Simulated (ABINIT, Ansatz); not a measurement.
Planning a run of ABINIT 10.8.3 on AlTlO2 (Fd-3m). The input:

```
acell 3*1.0 Angstrom
rprim 
  -0.000000000000 4.042720000000 4.042720000000
  4.042720000000 -0.000000000000 4.042720000000
  4.042720000000 4.042720000000 -0.000000000000
ntypat 3
znucl 13 81 8
natom 8
typat 1 1 2 2 3 3 3 3
xred 
  0.250000000000 0.250000000000 0.250000000000
  0.000000000000 -0.000000000000 0.000000000000
  0.750000000000 0.750000000000 0.750000000000
  0.500000000000 0.500000000000 0.500000000000
  0.125000000000 0.125000000000 0.125000000000
  0.625000000000 0.125000000000 0.125000000000
  0.125000000000 0.625000000000 0.125000000000
  0.125000000000 0.125000000000 0.625000000000
pp_dirpath "pseudos"
pseudos "Al.upf, Tl.upf, O.upf"
ecut 36
ngkpt 4 4 4
nshiftk 1
shiftk 0 0 0
kptopt 1
chksymbreak 0
istwfk *1
occopt 1
irdwfk 1
optdriver 4
nband 115
gwcalctyp 0
ecutsigx 36
symsigma 1
nkptgw 3
kptgw 
  0.5000000000 0.0000000000 0.0000000000
  -0.2500000000 0.2500000000 0.0000000000
  0.0000000000 0.0000000000 0.0000000000
bdgw 
  26 31
  27 30
  26 31
ecuteps 4.2
irdscr 1
ppmodel 1
indata_prefix "in"
outdata_prefix "out"
tmpdata_prefix "tmp"
```

```sh
OMP_NUM_THREADS=1 mpirun -n 4 abinit run.abi > log
```

Q: Estimate wall time and host memory on 4 MPI ranks of Arm Neoverse N1, shared host.

It took 84 s; on shared hardware allow 42 s to 2.8 min. Peak host memory was 2.2 GiB.

[Paths, hosts, dates, memory and timing lines, banners, echoed tables and standing remarks are left out of the program output.]

[Logs are printed without paths, hosts, clocks, repeated set-up lines and the standing remarks that a program may print on its own settings, such as how far it seeks lower states.]

[Runs of the session that timed out or met a known fault of the program may be left out.]

[Hosts, paths, dates, database ids (printed as entryN), source tags and the programs' standing remarks are cut or masked in the printed files.]

[G0W0 gaps are taken among the corrected bands and points alone; a level outside them can change the order at an edge.]

[Where Ansatz stands beside ABINIT at settings called matched, ABINIT's density can come from a denser mesh and the files from another edition; pairs whose starting gaps differed by over 0.03 eV were left out, so agreement reads better than it is.]
